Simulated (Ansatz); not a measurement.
## F on Cu(100): change of the work function: the clean slab

Ansatz 0.2.0; plane-wave DFT, PBE, Ansatz PAW.

The input, input.yaml:

```yaml
crystal:
  lattice:
    - [2.5526554801, 0.0, 0.0]
    - [0.0, 2.5526554801, 0.0]
    - [0.0, 0.0, 23.415]
  atoms:
    - { symbol: Cu, position: [0.5, 0.5, 0.3843689942] }
    - { symbol: Cu, position: [0.0, 0.0, 0.4614563314] }
    - { symbol: Cu, position: [0.5, 0.5, 0.5385436686] }
    - { symbol: Cu, position: [0.0, 0.0, 0.6156310058] }
kpoints:
  mp_grid: { grid: [12, 12, 1] }
hamiltonian:
  xc: pbe
scf:
  occupations: { method: fermi_dirac, width: 0.1 }
  convergence: { dr2_threshold: 1.0e-08 }
efield:
  axis: 3
  dipole_correction: true
  ramp_position: 0.97
  ramp_width: 0.06
relax:
  f_tol: 0.02
  max_steps: 60
  constraints: [{ sites: [0, 1] }]
output:
  write_potential: true
  write_density: true
  volumetric_format: npy
```

Started as:

```console
> ansatz run input.yaml --threads 4 --pin off --max-ram 6144MiB --backend cpu --events-out ev --progress --plain --runs-dir out
```

Before running it: what should come out for the work function, upper face; and electron's electrostatic potential energy less the Fermi level against z?

In the vacuum the potential turns flat, and its height over the Fermi level, 4.58 eV, is the work function of the face beside that plateau.

Forces are held to the 8 operations that the program found; a distortion that breaks them can't arise in this run.

Step by step:

```
step  energy less that of the first step (eV)  largest force component (eV/Å)
   1                                   0.0000                          0.2181
   2                                  -0.0019                          0.1395
   3                                  -0.0033                          0.0021
```

The atoms that moved most (Å):

```
atom     dx     dy     dz  length
 Cu3  0.000  0.000  0.031   0.031
```

Read from the output:

```
work function, upper face : 4.571 eV
dipole along the normal   : 4.05e-4 e·Å
```

Running mean over 1.805 Å of the planar mean; the ramp of the sawtooth is left out. Electron's electrostatic potential energy less the Fermi level against z:

z (Å), electron's electrostatic potential energy less the Fermi level (eV) and a bar from the least value:
```
        3       4.58 ##############################
        4       4.58 ##############################
        5       4.58 ##############################
        6       4.54 ##############################
        7       4.10 #############################
        8      -1.44 #################
        9      -8.30 #
       10      -8.72 
       11      -8.72 
       12      -8.55 #
       13      -8.94 
       14      -8.80 
       15      -5.53 ########
       16       3.08 ###########################
       17       4.46 ##############################
       18       4.56 ##############################
       19       4.57 ##############################
       20       4.57 ##############################
```

[Long decimals in the printed logs are rounded to 6 places.]

[Logs are printed without paths, hosts, clocks, repeated set-up lines and the standing remarks that a program may print on its own settings, such as how far it seeks lower states.]

[Hosts, paths, dates, database ids (printed as entryN), source tags and the programs' standing remarks are cut or masked in the printed files.]

[Maps of the electrostatic potential energy from Ansatz leave out the sawtooth potential of an applied field or a dipole correction, so their vacuum need not be flat; planar profiles and work functions include it.]
